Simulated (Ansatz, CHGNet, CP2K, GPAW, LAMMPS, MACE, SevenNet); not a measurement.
**Glassy 71P2O5-6Al2O3-18BaO-6Fe2O3 (mol %) (100 atoms) in other programs, against a plane-wave reference**

Aim: run glassy 71P2O5-6Al2O3-18BaO-6Fe2O3 (mol %) (100 atoms) in several programs and set results and cost side by side. A plane-wave run serves as the reference.

Method: Kohn-Sham DFT, PBE, PAW, plane waves, in Ansatz 0.2.0.

### 1. The structure

The cell holds 100 atoms: 24 P, 2 Al, 3 Ba, 2 Fe and 69 O. Cell: a = 11.252 Å, b = 11.252 Å, c = 11.252 Å, α = 90.0°, β = 90.0°, γ = 90.0°. 100 atoms (24 P, 2 Al, 3 Ba, 2 Fe, 69 O) placed at random at 2.81 g/cm³, melted at 4000 K for 10 ps at fixed volume with the Morse and Coulomb pair potential with partial charges (Pedone, Malavasi, Menziani, Cormack and Segre, J. Phys. Chem. B 110, 11780 (2006)). Quenched from 4000 K to 300 K at 10 K/ps and fixed volume, held 10 ps at zero pressure, then minimised at fixed cell.

### 2. Reference: Ansatz, plane waves

The PAW files are the set soft_2.

Contents of input.yaml:

```yaml
crystal:
  lattice:
    - [11.25217, 0.0, 0.0]
    - [0.0, 11.25217, 0.0]
    - [0.0, 0.0, 11.25217]
  atoms:
    - { symbol: P, position: [0.19288, 0.56383, 0.29129] }
    - { symbol: P, position: [0.09473, 0.31394, 0.74089] }
    - { symbol: P, position: [0.59475, 0.91676, 0.54798] }
    - { symbol: P, position: [0.58874, 0.69278, 0.6988] }
    [... 90 atom lines left out ...]
    - { symbol: O, position: [0.0925, 0.59774, 0.98219] }
    - { symbol: O, position: [0.26788, 0.92602, 0.73214] }
    - { symbol: O, position: [0.53584, 0.70142, 0.23225] }
    - { symbol: O, position: [0.09474, 0.28864, 0.37986] }
    - { symbol: O, position: [0.84395, 0.50247, 0.55716] }
    - { symbol: O, position: [0.35016, 0.41294, 0.5175] }
magnetization:
  spin_polarized: true
kpoints:
  mp_grid: { grid: [1, 1, 1] }
hamiltonian:
  xc: pbe
scf:
  occupations: { method: fermi_dirac, width: 0.05 }
  lower_state_search: "off"
output:
  forces: true
  eigenvalues: true
  populations: true
  stress: true
```

Run with:

```sh
ansatz run input.yaml --threads 4 --pin off --max-ram 8192MiB --backend cpu --events-out ev --progress --plain --runs-dir out
```

Numbers of over 12 decimals in the logs are rounded to 6 here.

The log of the run:

```text
[...]
Pseudopotentials: kind: paw
Pseudopotential: P, paw, valence charge 5, recommended cutoff 420 eV (normal), P.paw.azcp
Pseudopotential: Al, paw, valence charge 3, recommended cutoff 420 eV (normal), Al.paw.azcp
Pseudopotential: Ba, paw, valence charge 10, recommended cutoff 420 eV (normal), Ba.paw.azcp
Pseudopotential: Fe, paw, valence charge 16, recommended cutoff 420 eV (normal), Fe.paw.azcp
Pseudopotential: O, paw, valence charge 6, recommended cutoff 420 eV (normal), O.paw.azcp
[... 5 lines on functional and potentials left out ...]
Crystal: 100 atoms, lattice volume = 1424.652 Å³
Basis set: ecut = 420 eV, 27825 PW (Γ), exchange–correlation on 160×160×160 points (8 copies of the dense FFT grid, shifted against one another)
Bands: 406, of which v1, the nominal top of the filled ones, is band 301 counted from 1 (300 counted from 0)
Symmetry: 1 space group operations
Space group: P1 (ITA 1), of the structure as read, at distance tolerance 1.1e-4 Å
Magnetic group: BNS 1.1 (UNI 1), of the structure as read, at distance tolerance 1.1e-4 Å
k-points: 1
[... 11 lines on functional and potentials left out ...]
Initial density: superposition of atomic densities (chi_scale 0.1, normalization cell, long waves kept (reshape's long-wave potential 0.79 eV rms))
Starting moments: Σ|m| = 10 μB on 2 of 100 sites
Initial wavefunctions: pseudopotential atomic-orbital guess
[...]
SCF iter   1: F=—  HF=-85312.761663 eV  |F-HF|=—  |Δ(HF+E_count)|=         —  Δρ=1.63e-1 (↑1.63e-1 ↓6.00e-2)  dr2=8.84e2  dr2_m=6.50e1  M=-0.057 μB ∫|m|=0.781 μB  β_m=0.30  ethr=3.10e-3  ⟨swp⟩=14.0  Hψ=5759  notcnv=0  defer=174
preconditioner: auto → Kerker (q_TF=auto, 2.363 Å⁻¹)  [metal: Δε(μ)=0.096 eV  Ē_g=14.978 eV  σ=0.050 eV  W_gap=0.45  n_scr=304 (ndim 8)  ℏωp=23.7 eV  f_vac=0.115  D(μ)=22.82/eV (n_scr^D=122)]
spin=Collinear: Kerker preconditioning applied to the charge; magnetization (m = ρ↑ − ρ↓) channel mixes plain (no charge-response kernel on spin).
SCF iter   2: F=—  HF=-85257.267714 eV  |F-HF|=—  |Δ(HF+E_count)|=    5.55e1  Δρ=8.66e-2 (↑6.12e-2 ↓8.66e-2)  dr2=3.81e2  dr2_m=4.80e0  M=-5.829 μB ∫|m|=6.179 μB  β_m=0.30  ethr=3.10e-3  ⟨swp⟩=16.0  Hψ=4641  notcnv=0  defer=186
SCF iter   3: F=—  HF=-85229.279011 eV  |F-HF|=—  |Δ(HF+E_count)|=    2.80e1  Δρ=5.89e-2 (↑5.89e-2 ↓3.40e-2)  dr2=1.90e2  dr2_m=5.10e0  M=-6.167 μB ∫|m|=6.839 μB  β_m=0.30  ethr=3.10e-3  ⟨swp⟩=9.5  Hψ=2310  notcnv=0  defer=179
[...]
SCF iter  17: F=—  HF=-85203.202611 eV  |F-HF|=—  |Δ(HF+E_count)|=   3.54e-3  Δρ=4.30e-3 (↑4.30e-3 ↓1.27e-3)  dr2=2.61e-1  dr2_m=8.77e-2  M=-9.753 μB ∫|m|=9.873 μB  β_m=0.30  ethr=5.05e-5  ⟨swp⟩=4.5  Hψ=1249  notcnv=0  defer=193
Mixer restart at iter 17: flushing history
spin-set hold released at iteration 17 (site moments' squared step at or under half its running peak, from the soft ceiling on): the magnetisation degrees of freedom join the quasi-Newton model from the next iteration; the mixer history was flushed
SCF iter  18: F=—  HF=-85203.227585 eV  |F-HF|=—  |Δ(HF+E_count)|=   2.50e-2  Δρ=2.86e-3 (↑2.86e-3 ↓1.60e-3)  dr2=3.87e-1  dr2_m=1.23e-2  M=-9.964 μB ∫|m|=10.075 μB  β_m=0.25  ethr=4.34e-5  ⟨swp⟩=3.0  Hψ=1237  notcnv=0  defer=193
preconditioner: auto → Resta (q_TF=auto, 2.363 Å⁻¹)  ε∞=3.2  [insulator: Δε(μ)=0.378 eV  Ē_g=15.933 eV  σ=0.050 eV  W_gap=0.95  n_scr=304 (ndim 8)  ℏωp=23.7 eV  f_vac=0.199  D(μ)=1.30/eV (n_scr^D=0)  ε∞_Penn≈3.2]
spin=Collinear: Resta preconditioning applied to the charge; magnetization (m = ρ↑ − ρ↓) channel mixes plain (no charge-response kernel on spin).
SCF iter  19: F=—  HF=-85203.215467 eV  |F-HF|=—  |Δ(HF+E_count)|=   1.21e-2  Δρ=5.30e-3 (↑5.30e-3 ↓1.39e-3)  dr2=5.73e-1  dr2_m=1.04e-1  M=-9.657 μB ∫|m|=9.787 μB  β_m=0.09  ethr=4.34e-5  ⟨swp⟩=2.5  Hψ=1235  notcnv=0  defer=193
SCF iter  20: F=—  HF=-85203.211891 eV  |F-HF|=—  |Δ(HF+E_count)|=   3.58e-3  Δρ=9.49e-4 (↑9.49e-4 ↓8.97e-4)  dr2=8.08e-2  dr2_m=2.59e-3  M=-9.890 μB ∫|m|=10.007 μB  β_m=0.11  ethr=4.34e-5  ⟨swp⟩=2.5  Hψ=742  notcnv=0  defer=193
[...]
SCF iter  40: F=—  HF=-85203.205290 eV  |F-HF|=—  |Δ(HF+E_count)|=   2.07e-8  Δρ=2.47e-6 (↑2.47e-6 ↓1.38e-6)  dr2=1.65e-7  dr2_m=2.40e-8  M=-9.683 μB ∫|m|=10.069 μB  β_m=0.56  ethr=2.37e-11  ⟨swp⟩=2.0  Hψ=1219  notcnv=0
SCF iter  41: F=-85203.205290 eV  HF=-85203.205290 eV  |F-HF|=1.73e-8  |Δ(HF+E_count)|=   2.94e-9  Δρ=8.51e-7 (↑8.51e-7 ↓4.44e-7)  dr2=1.96e-8  dr2_m=2.71e-9  M=-9.683 μB ∫|m|=10.069 μB  ethr=1.66e-11  ⟨swp⟩=3.5  Hψ=2024  notcnv=0
SCF 1 converged in 41 iterations: F = -85203.205290 eV  dr2 = 1.96e-8
[...]
SCF converged after 41 iterations
Magnetization: -9.6830 μB (296.1585 up, 305.8415 down)
Absolute magnetization: 10.0706 μB (∫|ρ↑−ρ↓|, with the PAW one-centre terms)
Spin contamination: 0.1650 ħ² per cell (⟨S²⟩ above its minimum at these occupations)
Per-site moments (μB) at R_I (Å): [(-0.000168173, 0.608631), (-0.00352568, 0.629348), (-0.000442886, 0.618553), (-0.00265779, 0.614790), (-0.00109768, [...]
Free energy (F): -85203.205290 eV
Harris-Foulkes:  -85203.205290 eV  (|F-HF|=1.73e-8)
Internal energy: -85203.155307 eV  (E = F + TS)
E sigma→0 (E₀):  -85203.180298 eV
Entropy (-TS):   -0.049982 eV (-0.500 meV/atom)
Fermi energy:    4.231063 eV
--- Per-component energies (eV) ---
[...]
Σ components = -85203.205290   (vs F -85203.205290, Δ=0.00e0)
--- Forces (eV/Å), atoms counted from 1 ---
  atom   1  P     -0.01845069     0.17781439    -2.61687627
  atom   2  P     -0.67637539     2.09583507     2.35140286
  atom   3  P      0.16857229     1.39560066     0.02654639
  atom   4  P     -0.51549859     0.65720415    -1.42071890
[...]
atom 100  O     -0.98515835    -0.10880324    -1.80425037
  max |Σ_I F_I| component: 4.34e-5 eV/Å
--- Stress (GPa, compression-positive) ---
        3.895841       1.016889       0.024201
        1.016888       1.475929      -1.184623
        0.024195      -1.184622       1.978575
  P = ⅓ Tr σ = 2.4501 GPa (24.501 kbar)
--- Band table (eV) ---
  k-point 0 ↑: bands = ["-82.1201", "-81.4907", "-48.2311", "-48.2202", [... 390 levels ...], "12.8113", "12.8405", "12.8672", "12.8810", "12.9361", "12.9659", "13.0184", "13.0201", "13.0337", "13.0660", "13.1062", "13.1558"]
  k-point 0 ↓: bands = ["-86.8643", "-86.3894", "-52.9449", "-52.8221", [... 390 levels ...], "12.7993", "12.8158", "12.8501", "12.8647", "12.9227", "12.9488", "12.9953", "13.0108", "13.0136", "13.0516", "13.0925", "13.1439"]
--- Löwdin populations: 100 sites ---
  site symbol       q [e]    m [muB]
     0      P      2.7389    -0.0003
     1      P      2.8068    -0.0067
     2      P      2.8266     0.0031
[...]
99      O      6.7433    -0.0035
  spilling = 0.016746 (of n_electrons = 602.000000)
```

Wall time 1.8 min (4 threads of Arm Neoverse V2, shared host); peak memory 3.3 GiB; 7 min of CPU time.

Read from the output:

* free energy: -85203.2053 eV
* free energy per atom: -852.0321 eV/atom
* SCF cycles: 41
* pressure: 2.45 GPa
* r.m.s. force component: 1.169 eV/Å
* longest force: 4.957 eV/Å
* Fermi energy: 4.231 eV
* levels partly filled by over 2 per cent: 2
* total moment: -9.683 μB
* absolute moment: 10.07 μB
* spilling of the projection: 0.01675

Neighbours are counted within 2.02 Å (O-P), 3.33 Å (O-Ba), 2.19 Å (O-Al), 2.62 Å (O-Fe).

Length of the force by element and coordination:

| element | coordination | atoms | mean length of the force (eV/Å) | spread | least | most |
| --- | --- | --- | --- | --- | --- | --- |
| Al | all | 2 | 0.959 | 0.423 | 0.536 | 1.38 |
| Ba | all | 3 | 0.744 | 0.288 | 0.359 | 1.05 |
| Fe | all | 2 | 1.06 | 0.0716 | 0.991 | 1.13 |
| O | all | 69 | 1.46 | 0.704 | 0.359 | 3.31 |
| O | 1 | 7 | 0.821 | 0.407 | 0.443 | 1.56 |
| O | 2 | 59 | 1.51 | 0.686 | 0.359 | 3.31 |
| O | 3 | 3 | 1.92 | 0.726 | 1.29 | 2.93 |
| P | all | 24 | 2.92 | 0.857 | 1.41 | 4.96 |
| P | 4 | 21 | 2.97 | 0.867 | 1.41 | 4.96 |
| P | 5 | 3 | 2.52 | 0.662 | 1.63 | 3.22 |

Magnetic moments by element and coordination:

| element | coordination | atoms | mean moment (μB) | spread | least | most |
| --- | --- | --- | --- | --- | --- | --- |
| Al | all | 2 | -2.0e-4 | 1.0e-4 | -4.0e-4 | -1.0e-4 |
| Ba | all | 3 | -1.0e-4 | 2.0e-4 | -3.0e-4 | 2.0e-4 |
| Fe | all | 2 | -3.78 | 0.039 | -3.82 | -3.74 |
| O | all | 69 | -0.014 | 0.0297 | -0.0993 | 0.0596 |
| O | 1 | 7 | 0.009 | 0.0226 | -0.0103 | 0.0596 |
| O | 2 | 59 | -0.0144 | 0.0265 | -0.0992 | 0.0057 |
| O | 3 | 3 | -0.0606 | 0.0434 | -0.0993 | -1.0e-4 |
| P | all | 24 | -0.0017 | 0.0016 | -0.0056 | 0 |
| P | 4 | 21 | -0.0016 | 0.0016 | -0.0056 | 0 |
| P | 5 | 3 | -0.0022 | 0.0013 | -0.0035 | -5.0e-4 |

The levels nearest the highest filled one (over half full), pooled over k-points and spins:

| level less the highest filled one (eV) | occupation |
| --- | --- |
| -0.363 | 1 |
| -0.305 | 1 |
| -0.196 | 0.997 |
| -0.171 | 0.994 |
| -0.148 | 0.991 |
| 0 | 0.851 |
| 0.168 | 0.166 |
| 0.411 | 0.002 |
| 0.487 | 0 |
| 1.05 | 0 |
| 1.18 | 0 |
| 1.22 | 0 |

### 3. Local order

Density 2.83 g/cm³, 14.25 Å³ an atom.

g(r), total and by pair (bins of 0.2 Å):

| r (Å) | total | O-O | O-P | O-Ba | O-Al | O-Fe | P-P |
| --- | --- | --- | --- | --- | --- | --- | --- |
| 1.40 | 1.15 | 0.00 | 3.46 | 0.00 | 0.00 | 0.00 | 0.00 |
| 1.60 | 3.33 | 0.00 | 10.04 | 0.00 | 0.00 | 0.00 | 0.00 |
| 1.80 | 0.51 | 0.00 | 0.66 | 0.00 | 10.38 | 0.00 | 0.00 |
| 2.00 | 0.22 | 0.00 | 0.00 | 0.00 | 0.00 | 7.98 | 0.00 |
| 2.20 | 0.12 | 0.00 | 0.07 | 0.00 | 0.00 | 3.56 | 0.00 |
| 2.40 | 1.71 | 3.55 | 0.00 | 0.00 | 0.76 | 0.00 | 0.00 |
| 2.60 | 1.31 | 2.58 | 0.00 | 2.00 | 0.00 | 0.00 | 0.00 |
| 2.80 | 0.50 | 0.78 | 0.09 | 2.46 | 0.00 | 0.00 | 0.00 |
| 3.00 | 0.76 | 0.93 | 0.15 | 0.64 | 0.48 | 0.45 | 3.15 |
| 3.20 | 0.77 | 0.68 | 0.46 | 0.28 | 0.40 | 0.38 | 2.94 |
| 3.40 | 0.76 | 0.70 | 0.96 | 0.00 | 1.05 | 0.00 | 0.00 |
| 3.60 | 1.04 | 0.78 | 1.56 | 0.85 | 1.56 | 1.29 | 0.15 |
| 3.80 | 1.25 | 0.77 | 2.17 | 0.57 | 0.84 | 1.67 | 0.40 |
| 4.00 | 1.25 | 0.68 | 2.13 | 0.85 | 2.31 | 1.25 | 0.62 |
| 4.20 | 0.95 | 0.90 | 1.00 | 0.62 | 0.92 | 0.95 | 1.26 |
| 4.40 | 1.06 | 1.06 | 0.82 | 1.13 | 1.71 | 1.92 | 1.64 |
| 4.60 | 1.07 | 1.25 | 0.70 | 1.81 | 0.97 | 1.76 | 1.04 |
| 4.80 | 1.16 | 1.46 | 0.76 | 2.02 | 1.42 | 0.54 | 1.09 |
| 5.00 | 1.03 | 1.27 | 0.52 | 1.43 | 0.49 | 0.66 | 1.58 |
| 5.20 | 1.06 | 1.01 | 1.15 | 1.23 | 0.60 | 0.61 | 1.46 |
| 5.40 | 0.86 | 0.86 | 0.83 | 1.04 | 0.56 | 0.71 | 0.75 |

Bonds by pair of elements; cutoffs follow the first minimum of g(r), held within bounds set by covalent radii, and pairs that aren't listed don't count as bonded:

| pair A-B | cutoff (Å) | bonds | mean length (Å) | spread (Å) | shortest (Å) | B about A | A about B |
| --- | --- | --- | --- | --- | --- | --- | --- |
| O-P | 2.02 | 99 | 1.55 | 0.066 | 1.47 | 1.44 | 4.12 |
| O-Ba | 3.33 | 15 | 2.77 | 0.147 | 2.56 | 0.217 | 5 |
| O-Al | 2.19 | 8 | 1.79 | 0.052 | 1.72 | 0.116 | 4 |
| O-Fe | 2.62 | 12 | 2.07 | 0.074 | 1.96 | 0.174 | 6 |

How many atoms have how many bonded neighbours:

| element | mean | 1 | 2 | 3 | 4 | 5 | 6 |
| --- | --- | --- | --- | --- | --- | --- | --- |
| Al | 4 | 0 | 0 | 0 | 2 | 0 | 0 |
| Ba | 5 | 0 | 0 | 0 | 0 | 3 | 0 |
| Fe | 6 | 0 | 0 | 0 | 0 | 0 | 2 |
| O | 1.94 | 7 | 59 | 3 | 0 | 0 | 0 |
| P | 4.12 | 0 | 0 | 0 | 21 | 3 | 0 |

Oxygen atoms by the number of network formers (Si, P, Ge, B, Al, As, Ga) bound to them:

| network formers bound to O | O atoms | per cent |
| --- | --- | --- |
| 0 | 0 | 0 |
| 1 | 31 | 44.9 |
| 2 | 38 | 55.1 |

Network units: each former by its oxygen neighbours and how many of them bridge to another former:

| former | O neighbours | bridging O | atoms |
| --- | --- | --- | --- |
| P | 4 | 1 | 1 |
| P | 4 | 2 | 6 |
| P | 4 | 3 | 13 |
| P | 4 | 4 | 1 |
| P | 5 | 3 | 1 |
| P | 5 | 4 | 1 |
| P | 5 | 5 | 1 |
| Al | 4 | 4 | 2 |

Rings of the network by King's shortest-path rule, up to 12 atoms, one path for each pair of neighbours; H, halogens, alkali and alkaline-earth atoms are left out, and the last column divides by all other atoms, bonded or not:

| ring size (atoms) | rings | per network atom |
| --- | --- | --- |
| 6 | 2 | 0.021 |
| 8 | 3 | 0.031 |
| 10 | 8 | 0.082 |
| 12 | 5 | 0.052 |

### 4. What was run beside it

The programs:
- CHGNet: machine-learned potential, published weights.
- MACE: machine-learned potential, published weights.
- SevenNet: machine-learned potential, published weights.

All use the same cell and atoms; the electronic-structure runs use the same k-mesh, and an electronic temperature of 580 K (0.05 eV) where levels are smeared.

Differences are against the plane-wave reference, forces as r.m.s. over components; share is that over the reference's r.m.s. force, slope the least-squares factor from reference forces to these. Total energies of different programs have different zeros and aren't compared.

| run | Δ force, r.m.s. (meV/Å) | share (%) | slope | Δ pressure (GPa) | cores | CPU time | memory (GiB) |
| --- | --- | --- | --- | --- | --- | --- | --- |
| reference | - | - | - | - | 4 | 7 min | 3.3 |
| CHGNet r2SCAN potential | 478 | 40.9 | 0.712 | -5.47 | 1 | 3.1 s | 1.2 |
| MACE MP-0b2 small potential | 272 | 23.3 | 0.846 | -0.693 | 1 | 5.3 s | 0.66 |
| SevenNet 0 potential | 148 | 12.6 | 0.927 | -0.575 | 1 | 6.4 s | 0.98 |

Times of the machine-learned potentials are mostly Python's start and the loading of weights.

CPU time is summed over cores on a shared host, where runs went side by side, so it is rough. Symmetry, cutoffs, thresholds, outputs and thread counts weren't matched or tuned between programs; memory under MPI is the largest rank's times the ranks.

Runs without a result: CP2K PBE, DZVP-MOLOPT-SR, 800/50 Ry, diagonalisation (cut off at its time limit of 55 min, the SCF not settling); GPAW PBE, LCAO dzp, h 0.28 Å (ended with an error).

### 5. Results

```
reference r.m.s. force component : 1.17 eV/Å
nearest in forces                : SevenNet 0 potential, 13 %
farthest in forces               : CHGNet r2SCAN potential, 41 %
```

In words: Machine-learned potentials differ by 13 % (SevenNet 0 potential) to 41 % (CHGNet r2SCAN potential); they were trained on other programs' data, some at another functional, the PBE(+U) sets with a Hubbard term on some transition metals in oxides and fluorides. Among those trained on PBE data the slope goes as low as 0.85, which softening far from their training structures can give, though the reference's k-sampling is untested too. In the reference: levels near the Fermi energy are neither full nor empty under the smearing, so no gap is quoted. In the reference: the cell holds a total moment of -9.68 μB; no search proves this magnetic order the lowest. Machine-learned potentials mimic data converged in k, so the reference's own k-point error enters their differences. In the spin-polarised runs the search for a state of lower energy was switched off. The quench rate of 10 K/ps is many orders above laboratory rates, so the cell is likely richer in defects and strain than a real sample. The network of bonds at the start is that of the classical potential that made the cell, and needn't be the one that DFT or experiment would give. The run was spin polarised, started with 2 parallel moments, ending at -9.7 μB in the cell; that starting order needn't be the real material's, and it bears on forces, charges and levels. The reference's pressure of 2.5 GPa belongs to a cell and atoms that aren't relaxed at this level. Without a Hubbard term or exact exchange, open shells on Fe are likely too delocalised. The electronic-structure runs sample only Γ, in a cell whose shortest periodic width is 11 Å, which is coarse for a cell with partly filled levels. Spin–orbit coupling is left out, which matters for the levels of the heavy elements.

[Also dropped from logs without a mark: logging warnings of Python, and SIESTA's first energy breakdown and zero terms.]

[Logs are printed without paths, hosts, clocks, repeated set-up lines and the standing remarks that a program may print on its own settings, such as how far it seeks lower states.]

[Hosts, paths, dates, database ids (printed as entryN), source tags and the programs' standing remarks are cut or masked in the printed files.]
